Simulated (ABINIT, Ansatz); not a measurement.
## SiC (F-43m): changed settings of a GW run in ABINIT

What do changed inputs do to GW on SiC (F-43m)?

Main program and level: ABINIT 10.8.3; PBE and many-body steps on it, plane waves.

## Step 1: Set-up

The structure is cubic, space group F-43m (No. 216). Conventional cell: a = 4.358 Å, b = 4.358 Å, c = 4.358 Å, α = 90.00°, β = 90.00°, γ = 90.00°. Si has 4 C at 1.89 Å nearest. Nearest to C lie 4 Si at 1.89 Å. Farther neighbours are not listed.

The cell and positions come from the Crystallography Open Database and are kept as given unless a step says otherwise.

## Step 2: Screening, 8×8×8 mesh, 157 bands, screening to 283 eV

This step: ABINIT 10.8.3; RPA screening on PBE, plane waves, norm-conserving pseudopotentials.

The RPA dielectric matrix is built and inverted for each q.

Input file run.abi:

```
acell 3*1.0 Angstrom
rprim 
  -0.000000000000 2.179000000000 2.179000000000
  2.179000000000 0.000000000000 2.179000000000
  2.179000000000 2.179000000000 -0.000000000000
ntypat 2
znucl 14 6
natom 2
typat 1 2
xred 
  0.000000000000 0.000000000000 0.000000000000
  0.250000000000 0.250000000000 0.250000000000
pp_dirpath "pseudos"
pseudos "Si.upf, C.upf"
ecut 37
ngkpt 8 8 8
nshiftk 1
shiftk 0 0 0
kptopt 1
chksymbreak 0
istwfk *1
occopt 1
irdwfk 1
optdriver 3
nband 157
ecuteps 10.4
inclvkb 2
awtr 1
symchi 1
indata_prefix "in"
outdata_prefix "out"
tmpdata_prefix "tmp"
```

The run is started by

```console
> OMP_NUM_THREADS=1 mpirun -n 8 abinit run.abi > log
```

Log:

```text
.Version 10.8.3 of ABINIT. v10.8.2 released Aug 2026.

 Symmetries : space group F-4 3 m (#216); Bravais cF (face-center cubic)
[... echo of the input left out ...]
== DATASET  1 ==================================================================
-   mpi_nproc: 8, omp_nthreads: 1 (-1 if OMP is not activated)

--- !DatasetInfo
iteration_state: {dtset: 1, }
dimensions: {natom: 2, nkpt: 29, mband: 157, nsppol: 1, nspinor: 1, nspden: 1, mpw: 1524, }
cutoff_energies: {ecut:  37.0, pawecutdg:  -1.0, }
electrons: {nelect:   8.00000000E+00, charge:   0.00000000E+00, occopt:   1.00000000E+00, tsmear:   1.00000000E-02, }

 SCREENING: Calculation of the susceptibility and dielectric matrices

 Based on a program developped by R.W. Godby, V. Olevano, G. Onida, and L. Reining.
 Incorporated in ABINIT by V. Olevano, G.-M. Rignanese, and M. Torrent.
.Using double precision arithmetic ; gwpc =  8

[... cell and pseudopotentials left out ...]
--------------------------------------------------------------------------------

 ==== K-mesh for the wavefunctions ====
 Number of points in the irreducible wedge :    29
[... list of points left out ...]
 Together with 24 symmetry operations and time-reversal symmetry
 yields   512 points in the full Brillouin Zone.

 ==== Q-mesh for the screening function ====
 Number of points in the irreducible wedge :    29
[... list of points left out ...]
 Together with 24 symmetry operations and time-reversal symmetry
 yields   512 points in the full Brillouin Zone.

 setmesh: FFT mesh size selected  =    25x   25x   25
          total number of points  =        15625

 vcoul_init : cutoff-mode = AUXILIARY_FUNCTION
 q-points for optical limit:   1
     1)      0.000010    0.000020    0.000030

- screening: taking advantage of time-reversal symmetry
- Maximum band index for partially occupied states nbvw = 4
- Remaining bands to be divided among processors   nbcw = 153
- Number of bands treated by each node ~19

 Number of electrons calculated from density =    8.0000; Expected =    8.0000
 average of density, n =  0.057292
 r_s =    1.6092
 omega_plasma =   23.0888 [eV]

 calculating chi0 at frequencies [eV] :
  1    0.000000E+00    0.000000E+00
  2    0.000000E+00    2.308880E+01

--------------------------------------------------------------------------------
  q-point number  1        q = ( 0.000000, 0.000000, 0.000000) [r.l.u.]
--------------------------------------------------------------------------------
[... chi0 elements left out ...]
 For q-point:  0.000010 0.000020 0.000030
  dielectric constant =   6.6712
  dielectric constant without local fields =   7.3105

  Average fulfillment of the sum rule on Im[epsilon] for q-point    1 :     95.08  [%]
[... wings left out ...]
  q-point number  2        q = ( 0.125000, 0.000000, 0.000000) [r.l.u.]
--------------------------------------------------------------------------------
[... chi0 elements left out ...]
  Average fulfillment of the sum rule on Im[epsilon] for q-point    2 :     97.51  [%]

 [... 27 further q-points ...]
```

The job ended after 2.9 min (8 MPI ranks of Intel Xeon at 2.80GHz (Skylake/Cascade Lake), shared host; peak memory 2.6 GiB).

Numbers from this step:

- ε∞ with local fields, on this mesh, along the program's q direction: 6.671
- the same without local fields: 7.311
- plasma frequency: 23.09 eV
- plane waves in the screening matrix: 229

Local fields lower ε∞ by 9 %.

## Step 3: Base

The self-energy is evaluated for the states that the input lists, and the levels follow from it, in one-shot runs by the linearised quasiparticle equation.

This step: G0W0 on PBE, plane waves, norm-conserving pseudopotentials.

Edit run.abi of step 2 so:

```diff
@@ -23,8 +23,17 @@
 irdwfk 1
-optdriver 3
+optdriver 4
 nband 157
+gwcalctyp 0
+ecutsigx 37
+symsigma 1
+nkptgw 2
+kptgw 
+  0.0000000000 0.0000000000 0.0000000000
+  0.5000000000 0.5000000000 0.0000000000
+bdgw 
+  2 8
+  3 6
 ecuteps 10.4
-inclvkb 2
-awtr 1
-symchi 1
+irdscr 1
+ppmodel 1
 indata_prefix "in"
```

Log:

```text
.Version 10.8.3 of ABINIT. v10.8.2 released Aug 2026.

 Symmetries : space group F-4 3 m (#216); Bravais cF (face-center cubic)
[... echo of the input left out ...]
== DATASET  1 ==================================================================
-   mpi_nproc: 8, omp_nthreads: 1 (-1 if OMP is not activated)

--- !DatasetInfo
iteration_state: {dtset: 1, }
dimensions: {natom: 2, nkpt: 29, mband: 157, nsppol: 1, nspinor: 1, nspden: 1, mpw: 1524, }
cutoff_energies: {ecut:  37.0, pawecutdg:  -1.0, }
electrons: {nelect:   8.00000000E+00, charge:   0.00000000E+00, occopt:   1.00000000E+00, tsmear:   1.00000000E-02, }

 SIGMA: Calculation of the GW corrections

 Based on a program developped by R.W. Godby, V. Olevano, G. Onida, and L. Reining.
 Incorporated in ABINIT by V. Olevano, G.-M. Rignanese, and M. Torrent.
.Using double precision arithmetic ; gwpc =  8

[... cell and pseudopotentials left out ...]
--------------------------------------------------------------------------------

 ==== K-mesh for the wavefunctions ====
 Number of points in the irreducible wedge :    29
[... list of points left out ...]
 Together with 24 symmetry operations and time-reversal symmetry
 yields   512 points in the full Brillouin Zone.

 ==== Q-mesh for screening function ====
 Number of points in the irreducible wedge :    29
[... list of points left out ...]
 Together with 24 symmetry operations and time-reversal symmetry
 yields   512 points in the full Brillouin Zone.

 vcoul_init : cutoff-mode = AUXILIARY_FUNCTION
 q-points for optical limit:   1
     1)      0.000010    0.000020    0.000030
 setmesh: FFT mesh size selected  =    32x   32x   32
          total number of points  =        32768

 Number of electrons calculated from density =    8.0000; Expected =    8.0000
 average of density, n =  0.057292
 r_s =    1.6092
 omega_plasma =   23.0888 [eV]

 === KS Band Gaps ===
  >>>> For spin  1
   Minimum direct gap =   4.5530 [eV], located at k-point      :   0.5000  0.5000  0.0000
   Fundamental gap    =   1.3613 [eV], Top of valence bands at :   0.0000  0.0000  0.0000
                                       Bottom of conduction at :   0.5000  0.5000  0.0000
 SIGMA fundamental parameters:
 PLASMON POLE MODEL  1
 number of plane-waves for SigmaX                 1459
 number of plane-waves for SigmaC and W            229
 number of plane-waves for wavefunctions          1459
 number of bands                                   157
 number of independent spin polarizations            1
 number of spinorial components                      1
 number of k-points in IBZ                          29
 number of q-points in IBZ                          29
 number of symmetry operations                      24
 number of k-points in BZ                          512
 number of q-points in BZ                          512
 number of frequencies for dSigma/dE                 9
 frequency step for dSigma/dE [eV]                0.25
 number of omega for Sigma on real axis              0
 max omega for Sigma on real axis  [eV]           0.00
 zcut for avoiding poles [eV]                     0.10

 EPSILON^-1 parameters (SCR file):
 dimension of the eps^-1 matrix on file            229
 dimension of the eps^-1 matrix used               229
 number of plane-waves for wavefunctions          1459
 number of bands                                   157
 number of q-points in IBZ                          29
 number of frequencies                               2
 number of real frequencies                          1
 number of imag frequencies                          1

 matrix elements of self-energy operator (all in [eV])

 Perturbative Calculation

--- !SelfEnergy_ee
iteration_state: {dtset: 1, }
kpoint     : [   0.000,    0.000,    0.000, ]
spin       : 1
KS_gap     :    6.223
QP_gap     :    7.140
Delta_QP_KS:    0.917
data: !SigmaeeData |
     Band     E0 <VxcDFT>   SigX SigC(E0)      Z dSigC/dE  Sig(E)    E-E0       E
        2   6.835 -14.927 -17.547   1.779   0.792  -0.263 -15.593  -0.666   6.169
        3   6.835 -14.927 -17.547   1.779   0.792  -0.263 -15.593  -0.666   6.169
        4   6.835 -14.927 -17.547   1.779   0.792  -0.263 -15.593  -0.666   6.169
        5  13.058 -13.214  -7.586  -5.311   0.790  -0.266 -12.963   0.251  13.310
        6  14.146 -11.329  -5.851  -5.150   0.806  -0.241 -11.065   0.264  14.411
        7  14.146 -11.329  -5.851  -5.150   0.806  -0.241 -11.065   0.264  14.411
        8  14.146 -11.329  -5.851  -5.150   0.806  -0.241 -11.065   0.264  14.411

--- !SelfEnergy_ee
iteration_state: {dtset: 1, }
kpoint     : [   0.500,    0.500,    0.000, ]
spin       : 1
KS_gap     :    4.553
QP_gap     :    5.610
Delta_QP_KS:    1.057
data: !SigmaeeData |
     Band     E0 <VxcDFT>   SigX SigC(E0)      Z dSigC/dE  Sig(E)    E-E0       E
        3   3.643 -13.566 -17.410   2.626   0.782  -0.279 -14.518  -0.952   2.691
        4   3.643 -13.566 -17.410   2.626   0.782  -0.279 -14.518  -0.952   2.691
        5   8.196 -10.510  -6.435  -3.946   0.820  -0.219 -10.405   0.105   8.301
        6  11.168 -10.772  -5.999  -4.441   0.822  -0.216 -10.499   0.274  11.442

== END DATASET(S) ==============================================================
================================================================================

 -outvars: echo values of variables after computation  --------
           etotal      0.0000000000E+00
            nband         157
             nkpt          29
          spgroup         216
 [... the other variables as echoed above ...]

 Calculation completed.
```

Elapsed: 25 s, on 8 MPI ranks; peak memory 2.7 GiB; 3.3 min of CPU time.

Numbers from this step:

```
G0W0 gap on the points computed              : 2.132 eV
starting gap on the mesh                     : 1.361 eV
k of the valence top                         : 0, 0, 0
k of the conduction bottom                   : 0.5, 0.5, 0
Z at the valence top                         : 0.792
Z at the conduction bottom                   : 0.82
least direct G0W0 gap on the computed points : 5.61 eV
```

The gap on the mesh goes from 1.36 eV to 2.13 eV, a correction of +0.77 eV.

## Step 4: Unknown plasmon-pole model

Edit run.abi of step 3 so:

```diff
@@ -37,3 +37,3 @@
 irdscr 1
-ppmodel 1
+ppmodel 7
 indata_prefix "in"
```

Log:

```text
.Version 10.8.3 of ABINIT. v10.8.2 released Aug 2026.

 Symmetries : space group F-4 3 m (#216); Bravais cF (face-center cubic)
================================================================================
 Values of the parameters that define the memory need of the present run
     intxc =       0    ionmov =       0      iscf =       7    lmnmax =       6
     lnmax =       6     mgfft =      32  mpssoang =       3    mqgrid =    3001
     natom =       2  nloc_mem =       1    nspden =       1   nspinor =       1
    nsppol =       1      nsym =      24    n1xccc =    2501    ntypat =       2
    occopt =       1   xclevel =       2
-    mband =         157        mffmem =           1         mkmem =           4
       mpw =        1524          nfft =       32768          nkpt =          29
================================================================================
  Rough estimation (10% accuracy) of disk space for files :
================================================================================

--------------------------------------------------------------------------------
------------- Echo of variables that govern the present computation ------------
--------------------------------------------------------------------------------
 -outvars: echo values of preprocessed input variables --------
            acell      1.8897261259E+00  1.8897261259E+00  1.8897261259E+00 Bohr

             bdgw           2       8       3       6
      chksymbreak           0
             ecut      3.70000000E+01 Hartree
          ecuteps      1.04000000E+01 Hartree
         ecutsigx      3.70000000E+01 Hartree
          ecutwfn      3.70000000E+01 Hartree
-          fftalg         312
           irdscr           1
           irdwfk           1

[...]
nproj     2     2     2
  pspatm : epsatm=    9.34321561
         --- l  ekb(1:nproj) -->
[...]
pspatm: atomic psp has been read  and splines computed

- C Generated using ONCVPSP code by D. R. Hamann
-  6.00000   4.00000  171031                  znucl, zion, pspdat
12 -101130 1 -1 1248                          pspcod,pspxc,lmax,lloc,mmax
     nproj     2     2     0
  pspatm : epsatm=    4.31346680
         --- l  ekb(1:nproj) -->
             0    6.481548    0.385504
             1   -4.199961   -0.877517
 pspatm: atomic psp has been read  and splines computed

   1.09253459E+02                                ecore*ucvol(ha*bohr**3)
--------------------------------------------------------------------------------

 ==== K-mesh for the wavefunctions ====
 Number of points in the irreducible wedge :    29
 Reduced coordinates and weights :

     1)     0.00000000E+00  0.00000000E+00  0.00000000E+00       0.00195
     2)     1.25000000E-01  0.00000000E+00  0.00000000E+00       0.01563
     3)     2.50000000E-01  0.00000000E+00  0.00000000E+00       0.01563
[...]
Together with 24 symmetry operations and time-reversal symmetry
 yields   512 points in the full Brillouin Zone.

 ==== Q-mesh for screening function ====
 Number of points in the irreducible wedge :    29
 Reduced coordinates and weights :

[...]
28)    -3.75000000E-01  5.00000000E-01  1.25000000E-01       0.02344
    29)    -2.50000000E-01  5.00000000E-01  2.50000000E-01       0.01172

 Together with 24 symmetry operations and time-reversal symmetry
 yields   512 points in the full Brillouin Zone.

 vcoul_init : cutoff-mode = AUXILIARY_FUNCTION
 q-points for optical limit:   1
     1)      0.000010    0.000020    0.000030
 setmesh: FFT mesh size selected  =    32x   32x   32
          total number of points  =        32768

 Number of electrons calculated from density =    8.0000; Expected =    8.0000
 average of density, n =  0.057292
 r_s =    1.6092
 omega_plasma =   23.0888 [eV]

--- !BUG
message: |
    Wrong ppm%model: 7

--- !BUG
message: |
    Wrong ppm%model: 7

--- from the log ---
Wrong ppm%model: 7
```

It took 2.8 s on 8 MPI ranks; peak memory 0.16 GiB; 19 s of CPU time.

The run stopped with an error after 2.8 s.

The program's words: Wrong ppm%model: 7

The fault put into this input: unknown plasmon-pole model.

## Step 5: The runs together

Times are wall times on 8 MPI ranks of Intel Xeon at 2.80GHz (Skylake/Cascade Lake), shared host, good to a factor of about two. A run's time includes the screening step that it read.

```csv
run,mesh,bands,screening cutoff (eV),DFT gap (eV),gap on the mesh (eV),direct (eV),ε∞ used,time
base,8×8×8,157,283,1.361,2.132,5.610,6.67,3.3 min
```

## Step 6: What came out

```yaml
base: 2.132 eV
known_limits: not at the basis limit
```

In words: Bands and cutoff are finite, so the gap is not at the basis limit. The miss can reach some tenths of an eV and take either sign; the mesh is an error of its own. In the G0W0 run levels were corrected at 2 k points alone, so a gap called «on the mesh» is the least over those, and an edge elsewhere would be missed.

[Paths, hosts, dates, memory and timing lines, banners, echoed tables and standing remarks are left out of the program output.]

[Logs are printed without paths, hosts, clocks, repeated set-up lines and the standing remarks that a program may print on its own settings, such as how far it seeks lower states.]

[Runs of the session that timed out or met a known fault of the program may be left out.]

[No measured gap is set beside runs whose start may be inverted or whose files or cutoffs have a known fault.]

[Hosts, paths, dates, database ids (printed as entryN), source tags and the programs' standing remarks are cut or masked in the printed files.]

[G0W0 gaps are taken among the corrected bands and points alone; a level outside them can change the order at an edge.]

[Where Ansatz stands beside ABINIT at settings called matched, ABINIT's density can come from a denser mesh and the files from another edition; pairs whose starting gaps differed by over 0.03 eV were left out, so agreement reads better than it is.]
